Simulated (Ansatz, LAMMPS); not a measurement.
# Structural relaxation of Zn2+ PF6- in diethyl carbonate and dimethoxyethane, from a frame at 400 K (128 atoms), part 2 of 3

Wanted: the relaxed structure of Zn2+ PF6- in diethyl carbonate and dimethoxyethane, from a frame at 400 K (128 atoms) and its electronic structure.

Ansatz 0.2.0; Kohn-Sham DFT, PBE+D4, PAW (set soft_2), plane waves.

The cell: 25 C, 13 O, 60 H, 4 P, 24 F and 2 Zn. The network of contacts between molecules at the start is that of the classical potential that made the cell. Sampling is at Γ alone, for a cell whose shortest periodic width is 11 Å.

So far. Step 3 (Single point at the start): Neighbours are counted within 1.34 Å (H-C), 1.85 Å (C-C), 1.73 Å (C-O), 2.00 Å (F-P), 2.12 Å (F-Zn), 2.43 Å (O-Zn).

## Step 4: Cell and atoms relaxed

Cell and atoms are freed together, to release stress as well as forces.

input.yaml reads:

```yaml
crystal:
  lattice:
    - [11.43715, 0.0, 0.0]
    - [0.0, 11.43715, 0.0]
    - [0.0, 0.0, 11.43715]
  atoms:
    [... the 128 atom lines of step 3 ...]
kpoints:
  mp_grid: { grid: [1, 1, 1] }
hamiltonian:
  xc: pbe
  dispersion: d4
scf:
  occupations: { method: fixed }
output:
  forces: true
relax:
  f_tol: 0.03
  max_steps: 200
  cell: {}
```

The run is started by

```
$ ansatz run input.yaml --threads 4 --pin off --max-ram 8192MiB --backend cpu --events-out ev --progress --plain --runs-dir out
```

Numbers of over 12 decimals in the logs are rounded to 6 here.

Output:

```text
[...]
Crystal: 128 atoms, lattice volume = 1496.075 Å³
Basis set: ecut = 420 eV, 29279 PW (Γ), exchange–correlation on 160×160×160 points (8 copies of the dense FFT grid, shifted against one another)
Bands: 353, of which v1, the nominal top of the filled ones, is band 225 counted from 1 (224 counted from 0)
Symmetry: 1 space group operations
[...]
k-points: 1
[...]
SCF iter   1: F=—  HF=-43672.659497 eV  |F-HF|=—  |Δ(HF+E_count)|=         —  Δρ=5.14e-3  dr2=6.28e-1  ethr=1.77e-3  ⟨swp⟩=5.0  Hψ=1224  notcnv=0  defer=124
[...]
SCF iter   3: F=—  HF=-43672.475746 eV  |F-HF|=—  |Δ(HF+E_count)|=   3.32e-2  Δρ=1.44e-3  dr2=3.81e-2  ethr=3.39e-5  ⟨swp⟩=4.0  Hψ=424  notcnv=0  defer=65
automatic band count: iteration 3 solves 292 bands in place of 353: the levels show a gap, and the empty bands left out lie too high to hold charge; the band table lists the bands solved (type scf.n_extra_bands for more)
SCF iter   4: F=—  HF=-43672.465353 eV  |F-HF|=—  |Δ(HF+E_count)|=   1.04e-2  Δρ=5.80e-4  dr2=5.51e-3  ethr=8.47e-6  ⟨swp⟩=4.0  Hψ=444  notcnv=0  defer=65
[...]
SCF iter  10: F=-43672.463728 eV  HF=-43672.463728 eV  |F-HF|=1.93e-8  |Δ(HF+E_count)|=   7.64e-8  Δρ=1.96e-6  dr2=5.70e-8  ethr=2.22e-11  ⟨swp⟩=4.0  Hψ=1145  notcnv=0
SCF 1 converged in 10 iterations: F = -43672.463728 eV  dr2 = 5.70e-8
[...]
relax step   1: F+E_penalty+E_count = -43672.46372819 eV  Δ(F+E_penalty+E_count) = +0.000e0 eV  max|allowed force component| = 4.022e0 eV/Å  Δτ_max = 0.0000 Å  P = +3.910 GPa  Ω = 1496.075 Å³  (10 SCF iters, dr2 threshold 1.00e-7 eV, accepted)
[... from here on, the SCF cycles and remarks between the steps are left out ...]
relax step   2: F+E_penalty+E_count = -43679.33334660 eV  Δ(F+E_penalty+E_count) = -6.870e0 eV  max|allowed force component| = 3.163e0 eV/Å  Δτ_max = 0.1934 Å  P = +1.132 GPa  Ω = 1527.070 Å³  energy of the carried Pulay correction = -8.918e-2 eV  (8 SCF iters, dr2 threshold 1.28e-5 eV, accepted)
relax step   3: F+E_penalty+E_count = -43681.40187058 eV  Δ(F+E_penalty+E_count) = -2.069e0 eV  max|allowed force component| = 1.821e0 eV/Å  Δτ_max = 0.1938 Å  P = -0.274 GPa  Ω = 1533.345 Å³  energy of the carried Pulay correction = -1.070e-1 eV  (8 SCF iters, dr2 threshold 1.28e-5 eV, accepted)
relax step   4: F+E_penalty+E_count = -43682.08002638 eV  Δ(F+E_penalty+E_count) = -6.782e-1 eV  max|allowed force component| = 9.337e-1 eV/Å  Δτ_max = 0.1920 Å  P = -0.348 GPa  Ω = 1502.045 Å³  energy of the carried Pulay correction = -1.732e-2 eV  (8 SCF iters, dr2 threshold 1.28e-5 eV, accepted)
relax step   5: F+E_penalty+E_count = -43682.41549043 eV  Δ(F+E_penalty+E_count) = -3.355e-1 eV  max|allowed force component| = 2.859e-1 eV/Å  Δτ_max = 0.1916 Å  P = -0.319 GPa  Ω = 1483.244 Å³  energy of the carried Pulay correction = +3.746e-2 eV  (8 SCF iters, dr2 threshold 1.28e-5 eV, accepted)
relax step   6: F+E_penalty+E_count = -43682.61479115 eV  Δ(F+E_penalty+E_count) = -1.993e-1 eV  max|allowed force component| = 3.159e-1 eV/Å  Δτ_max = 0.1951 Å  P = -0.263 GPa  Ω = 1473.272 Å³  energy of the carried Pulay correction = +6.680e-2 eV  (8 SCF iters, dr2 threshold 5.11e-6 eV, accepted)
relax step   7: F+E_penalty+E_count = -43682.75617465 eV  Δ(F+E_penalty+E_count) = -1.414e-1 eV  max|allowed force component| = 2.839e-1 eV/Å  Δτ_max = 0.2000 Å  P = +0.083 GPa  Ω = 1462.026 Å³  energy of the carried Pulay correction = +1.001e-1 eV  (8 SCF iters, dr2 threshold 6.24e-6 eV, accepted)
relax step   8: F+E_penalty+E_count = -43682.80650212 eV  Δ(F+E_penalty+E_count) = -5.033e-2 eV  max|allowed force component| = 6.325e-1 eV/Å  Δτ_max = 0.1918 Å  P = -0.423 GPa  Ω = 1454.395 Å³  energy of the carried Pulay correction = +1.229e-1 eV  (8 SCF iters, dr2 threshold 5.04e-6 eV, accepted)
relax step   9: F+E_penalty+E_count = -43682.90101165 eV  Δ(F+E_penalty+E_count) = -9.451e-2 eV  max|allowed force component| = 2.244e-1 eV/Å  Δτ_max = 0.2000 Å  P = -0.128 GPa  Ω = 1453.075 Å³  energy of the carried Pulay correction = +1.268e-1 eV  (6 SCF iters, dr2 threshold 1.28e-5 eV, accepted)
relax step  10: F+E_penalty+E_count = -43682.95173839 eV  Δ(F+E_penalty+E_count) = -5.073e-2 eV  max|allowed force component| = 5.570e-1 eV/Å  Δτ_max = 0.1937 Å  P = -0.134 GPa  Ω = 1450.269 Å³  energy of the carried Pulay correction = +1.352e-1 eV  (8 SCF iters, dr2 threshold 3.15e-6 eV, accepted)
relax step  11: F+E_penalty+E_count = -43682.99532449 eV  Δ(F+E_penalty+E_count) = -4.359e-2 eV  max|allowed force component| = 4.183e-1 eV/Å  Δτ_max = 0.1949 Å  P = -0.025 GPa  Ω = 1450.576 Å³  energy of the carried Pulay correction = +1.343e-1 eV  (7 SCF iters, dr2 threshold 1.28e-5 eV, accepted)
relax step  12: F+E_penalty+E_count = -43682.98649184 eV  Δ(F+E_penalty+E_count) = +8.833e-3 eV  max|allowed force component| = 9.194e-1 eV/Å  Δτ_max = 0.1945 Å  P = -0.313 GPa  Ω = 1446.342 Å³  energy of the carried Pulay correction = +1.470e-1 eV  (7 SCF iters, dr2 threshold 1.09e-5 eV, rejected (line search))
[...]
relax step  77: F+E_penalty+E_count = -43683.53905443 eV  Δ(F+E_penalty+E_count) = +1.644e-1 eV  max|allowed force component| = 2.982e-2 eV/Å  Δτ_max = 0.0000 Å  P = -0.231 GPa  Ω = 1393.932 Å³  stress off target by 3.75e-1 GPa  SCF on the basis re-selected at this cell (its energy is not comparable with the rows above)  (8 SCF iters)
relax step  78: F+E_penalty+E_count = -43683.71811823 eV  Δ(F+E_penalty+E_count) = -1.791e-1 eV  max|allowed force component| = 9.494e-2 eV/Å  Δτ_max = 0.1960 Å  P = +0.011 GPa  Ω = 1346.059 Å³  energy of the carried Pulay correction = +1.458e-1 eV  (10 SCF iters, dr2 threshold 3.51e-7 eV, accepted)
relax step  79: F+E_penalty+E_count = -43683.70258216 eV  Δ(F+E_penalty+E_count) = +1.554e-2 eV  max|allowed force component| = 8.341e-2 eV/Å  Δτ_max = 0.0389 Å  P = +0.077 GPa  Ω = 1355.086 Å³  energy of the carried Pulay correction = +1.199e-1 eV  (8 SCF iters, dr2 threshold 5.63e-7 eV, accepted)
relax step  80: F+E_penalty+E_count = -43683.68880289 eV  Δ(F+E_penalty+E_count) = +1.378e-2 eV  max|allowed force component| = 1.601e-1 eV/Å  Δτ_max = 0.1477 Å  P = -0.262 GPa  Ω = 1357.798 Å³  energy of the carried Pulay correction = +1.123e-1 eV  (9 SCF iters, dr2 threshold 4.35e-7 eV, rejected (line search))
relax step  81: F+E_penalty+E_count = -43683.70182478 eV  Δ(F+E_penalty+E_count) = +7.574e-4 eV  max|allowed force component| = 3.081e-2 eV/Å  Δτ_max = 0.0471 Å  P = -0.023 GPa  Ω = 1356.472 Å³  energy of the carried Pulay correction = +1.160e-1 eV  (12 SCF iters, accepted)
relax step  82: F+E_penalty+E_count = -43683.71260329 eV  Δ(F+E_penalty+E_count) = -1.078e-2 eV  max|allowed force component| = 2.546e-2 eV/Å  Δτ_max = 0.0338 Å  P = -0.034 GPa  Ω = 1353.441 Å³  energy of the carried Pulay correction = +1.250e-1 eV  (9 SCF iters, dr2 threshold 5.93e-8 eV, accepted)
relax step  83: F+E_penalty+E_count = -43683.72201630 eV  Δ(F+E_penalty+E_count) = -9.413e-3 eV  max|allowed force component| = 1.693e-2 eV/Å  Δτ_max = 0.0345 Å  P = -0.023 GPa  Ω = 1350.577 Å³  energy of the carried Pulay correction = +1.335e-1 eV  (10 SCF iters, accepted)
relax step  84: F+E_penalty+E_count = -43683.60842155 eV  Δ(F+E_penalty+E_count) = +1.136e-1 eV  max|allowed force component| = 1.700e-2 eV/Å  Δτ_max = 0.0000 Å  P = -0.110 GPa  Ω = 1350.577 Å³  stress off target by 1.77e-1 GPa  SCF on the basis re-selected at this cell (its energy is not comparable with the rows above)  (7 SCF iters)
relax step  85: F+E_penalty+E_count = -43683.67086824 eV  Δ(F+E_penalty+E_count) = -6.245e-2 eV  max|allowed force component| = 6.021e-2 eV/Å  Δτ_max = 0.1297 Å  P = -0.097 GPa  Ω = 1333.833 Å³  energy of the carried Pulay correction = +5.357e-2 eV  (10 SCF iters, dr2 threshold 7.88e-8 eV, accepted)
relax step  86: F+E_penalty+E_count = -43683.67550652 eV  Δ(F+E_penalty+E_count) = -4.638e-3 eV  max|allowed force component| = 1.698e-2 eV/Å  Δτ_max = 0.0360 Å  P = +0.010 GPa  Ω = 1332.796 Å³  energy of the carried Pulay correction = +5.679e-2 eV  (8 SCF iters, dr2 threshold 2.27e-7 eV, accepted)
relax step  87: F+E_penalty+E_count = -43683.62675928 eV  Δ(F+E_penalty+E_count) = +4.875e-2 eV  max|allowed force component| = 1.693e-2 eV/Å  Δτ_max = 0.0000 Å  P = -0.017 GPa  Ω = 1332.796 Å³  stress off target by 5.88e-2 GPa  SCF on the basis re-selected at this cell (its energy is not comparable with the rows above)  (6 SCF iters)
relax step  88: F+E_penalty+E_count = -43683.64730608 eV  Δ(F+E_penalty+E_count) = -2.055e-2 eV  max|allowed force component| = 1.829e-2 eV/Å  Δτ_max = 0.0471 Å  P = +0.004 GPa  Ω = 1327.285 Å³  energy of the carried Pulay correction = +1.807e-2 eV  (10 SCF iters, dr2 threshold 8.64e-9 eV, accepted)
relax step  89: F+E_penalty+E_count = -43683.63093784 eV  Δ(F+E_penalty+E_count) = +1.637e-2 eV  max|allowed force component| = 1.829e-2 eV/Å  Δτ_max = 0.0000 Å  P = -0.001 GPa  Ω = 1327.285 Å³  stress off target by 2.85e-2 GPa  SCF on the basis re-selected at this cell (its energy is not comparable with the rows above)  (5 SCF iters)
[...]
SCF converged after 5 iterations
Free energy (F): -43683.630938 eV
[...]
Internal energy: -43683.630938 eV  (E = F + TS)
E sigma→0 (E₀):  -43683.630938 eV
Fermi energy:    -0.111603 eV
[...]
--- Forces (eV/Å), atoms counted from 1 ---
  atom   1  C      0.00481184    -0.00369966     0.00349284
  atom   2  C     -0.00681454     0.00567423    -0.00104368
  atom   3  O      0.00503587    -0.00418219     0.00396582
  atom   4  C     -0.00166943    -0.00273015     0.00529880
  atom   5  O     -0.00226074    -0.00269705    -0.00832294
  atom   6  O      0.00092380     0.00948380    -0.00042642
  atom   7  C      0.00099034     0.00216694    -0.00256568
  atom   8  C     -0.00564094    -0.00454384     0.00228185
  atom   9  H     -0.00272737    -0.00085684     0.00174953
  atom  10  H     -0.00073658     0.00245459     0.00009292
  atom  11  H     -0.00097115     0.00146300    -0.00154500
  atom  12  H     -0.00162663    -0.00164042     0.00304772
  atom  13  H      0.00126514     0.00064436    -0.00107237
  atom  14  H     -0.00406343     0.00079416     0.00531193
[...]
atom 127  Zn    -0.00128333     0.00285369    -0.00807442
  atom 128  Zn    -0.00182940    -0.00225092     0.00598964
  max |Σ_I F_I| component: 1.02e-5 eV/Å
--- Stress (GPa, compression-positive) ---
        0.022415       0.006044       0.011766
        0.006043      -0.019722       0.010538
        0.011766       0.010539      -0.005945
  P = ⅓ Tr σ = -0.0011 GPa (-0.011 kbar)
--- Relaxed structure (85 steps of the walk, 78 accepted, 4 SCFs on fresh bases) ---
  F+E_penalty+E_count = -43683.63093784 eV   max|allowed force component| = 1.829e-2 eV/Å   (the final SCF, on the basis selected at the relaxed cell)
  cell:  # Å, volume = 1327.2854 Å³
    - [11.493718, 0.282461, 0.068731]
    - [0.282461, 11.088345, 0.453504]
    - [0.068731, 0.453504, 10.439824]
  atoms:
    - { symbol: C, position: [0.836670, 0.647732, 0.880574] }
    - { symbol: C, position: [0.730520, 0.680656, 0.799813] }
    - { symbol: O, position: [0.744721, 0.615997, 0.683316] }
    - { symbol: C, position: [0.655847, 0.611358, 0.606441] }
[...]
- { symbol: Zn, position: [0.765501, 0.407504, 0.482528] }
```

It took 17 min on 4 threads of Arm Neoverse V2, shared host; peak memory 1.7 GiB.

Relaxation path (22 of 89):

```tsv
step	energy less that of the first step (eV)	largest force component (eV/Å)	pressure (GPa)	volume (Å³)
1	0.0000	4.0219	3.91	1496.08
5	-9.9518	0.2859	-0.32	1483.24
9	-10.4373	0.2244	-0.13	1453.08
14	-10.5947	0.2591	-0.04	1443.20
18	-10.6894	0.4623	-0.27	1430.84
22	-10.7583	0.0658	0.02	1427.99
26	-10.7978	0.1593	-0.02	1428.05
30	-10.8454	0.0412	-0.01	1422.78
35	-10.9647	0.1517	0.01	1417.09
39	-11.0762	0.2549	-0.11	1412.14
43	-11.1146	0.0883	-0.02	1411.21
47	-11.1454	0.0881	-0.02	1408.87
51	-11.1636	0.1647	-0.11	1407.22
55	-11.1764	0.0528	-0.01	1406.82
60	-11.1822	0.0499	-0.01	1407.39
64	-11.1938	0.0423	0.01	1405.66
68	-11.2013	0.0568	-0.02	1404.60
72	-11.2149	0.0492	-0.02	1401.09
76	-11.2398	0.0296	-0.02	1393.93
81	-11.2381	0.0308	-0.02	1356.47
85	-11.2071	0.0602	-0.10	1333.83
89*	-11.1672	0.0183	0.00	1327.29
```

Relaxation steps marked * repeat the geometry before them on a plane-wave basis chosen anew for their cell, so energy and pressure can jump there. Other such steps can lie between the rows shown. Relaxation steps 12, 21, 29, 40, 42, 65, 80 were tried and not accepted.

```tsv
cell as run	before	after	change
a (Å)	11.437	11.497	+0.5 %
b (Å)	11.437	11.101	-2.9 %
c (Å)	11.437	10.450	-8.6 %
α (°)	90.00	85.16	-5.4 %
β (°)	90.00	89.22	-0.9 %
γ (°)	90.00	87.12	-3.2 %
volume (Å³/atom)	11.69	10.37	-11.3 %
```

The atoms that moved most (Å, as changes of fractional coordinates times the final cell):

```tsv
atom	dx	dy	dz	length
H10	1.593	-2.564	1.644	3.437
H11	1.284	-2.812	0.329	3.109
F105	-2.980	0.727	-0.421	3.096
H43	-1.012	0.325	-2.809	3.003
H42	-2.070	-0.264	-2.096	2.957
H44	-0.098	0.800	-2.739	2.855
C1	1.243	-2.195	0.990	2.710
H81	-2.392	-0.135	0.954	2.579
```

The relaxation changed the energy by -87.2 meV/atom, and atoms moved by 1.4 Å r.m.s., 3.4 Å at most.

## Step 5: Local order after relaxation

Bonds before and after, by the cutoffs listed below:

```tsv
pair	bonds before	bonds after	mean before (Å)	mean after (Å)	spread before (Å)	spread after (Å)
H-C	60	60	1.094	1.097	0.033	0.003
C-C	7	7	1.500	1.504	0.026	0.001
C-O	25	25	1.431	1.429	0.051	0.053
F-P	24	24	1.613	1.639	0.025	0.020
F-Zn	2	1	2.121	2.222	0.136	0.000
O-Zn	10	10	1.924	2.101	0.066	0.049
```

Density 1.60 g/cm³, 10.37 Å³ an atom.

g(r), total and by pair (bins of 0.2 Å):

```tsv
r (Å)	total	H-H	H-C	H-F	H-O	H-P	H-Zn
1.00	2.79	0.00	15.25	0.00	0.00	0.00	0.00
1.20	0.55	0.00	2.78	0.00	0.00	0.00	0.00
1.40	0.76	0.00	0.00	0.00	0.00	0.00	0.00
1.60	0.75	0.00	0.00	0.00	0.00	0.00	0.00
1.80	1.00	4.43	0.00	0.00	0.00	0.00	0.00
2.00	0.84	0.07	0.00	0.00	8.05	0.00	0.00
2.20	0.70	0.17	2.27	0.14	0.45	0.00	0.00
2.40	1.45	1.47	0.12	1.47	0.36	0.00	0.00
2.60	1.12	1.47	1.69	1.90	1.27	0.00	0.00
2.80	0.59	0.81	0.50	0.94	1.24	0.00	0.00
3.00	0.64	0.97	0.59	0.45	0.38	0.23	0.96
3.20	0.91	0.60	0.82	0.69	0.27	1.05	5.94
3.40	0.99	0.66	0.86	1.00	1.14	2.62	2.27
3.60	1.03	1.18	0.78	1.38	0.58	1.71	1.38
3.80	0.87	0.93	0.95	0.89	0.70	1.37	0.89
4.00	1.02	0.84	1.07	1.21	0.67	1.51	4.71
4.20	1.04	1.00	0.72	1.46	0.96	1.36	0.26
4.40	1.04	0.74	1.05	1.35	1.29	1.59	0.44
4.60	1.23	1.17	1.27	1.47	1.58	0.94	0.00
4.80	1.04	1.06	0.87	1.24	1.20	0.84	0.00
5.00	1.02	0.92	0.94	1.11	1.01	1.93	0.89
```

Bonds by pair of elements; cutoffs follow the first minimum of g(r), held within bounds set by covalent radii, and pairs that aren't listed don't count as bonded:

```tsv
pair A-B	cutoff (Å)	bonds	mean length (Å)	spread (Å)	shortest (Å)	B about A	A about B
H-C	1.34	60	1.10	0.003	1.09	1	2.4
C-C	1.85	7	1.50	0.001	1.50	0.56	0.56
C-O	1.73	25	1.43	0.053	1.25	1	1.92
F-P	2	24	1.64	0.02	1.61	1	6
F-Zn	2.38	1	2.22	0	2.22	0.042	0.5
O-Zn	2.5	10	2.10	0.049	1.99	0.769	5
```

How many atoms have how many bonded neighbours:

```tsv
element	mean	1	2	3	4	5	6
C	3.96	0	0	1	24	0	0
F	1.04	23	1	0	0	0	0
H	1	60	0	0	0	0	0
O	2.69	0	4	9	0	0	0
P	6	0	0	0	0	0	4
Zn	5.5	0	0	0	0	1	1
```

Bond angles (no mean is given where the spread exceeds 20°):

```tsv
angle	count	mean (°)	spread (°)
F-P-F	60	-	-
H-C-O	54	109	1.5
H-C-H	48	110	0.8
C-C-H	30	111	1.4
O-Zn-O	20	-	-
```

Bond length by coordination (bonds to H left out):

```tsv
element	coordination	atoms	mean bond length (Å)
C	3	1	1.29
C	4	24	1.47
F	1	23	1.64
F	2	1	1.97
O	2	4	1.46
O	3	9	1.67
Zn	5	1	2.08
Zn	6	1	2.14
```

Rings of the network by King's shortest-path rule, up to 12 atoms, one path for each pair of neighbours; H, halogens, alkali and alkaline-earth atoms are left out, and the last column divides by all other atoms, bonded or not:

```tsv
ring size (atoms)	rings	per network atom
5	4	0.091
```

With the cutoffs above, 96 % of C atoms have 4, 96 % of F atoms have 1, all H atoms have 1 and 69 % of O atoms have 3 bonded neighbours. All rings counted have 5 atoms.

[end of part 2 of 3]

[Logs are printed without paths, hosts, clocks, repeated set-up lines and the standing remarks that a program may print on its own settings, such as how far it seeks lower states.]

[Hosts, paths, dates, database ids (printed as entryN), source tags and the programs' standing remarks are cut or masked in the printed files.]
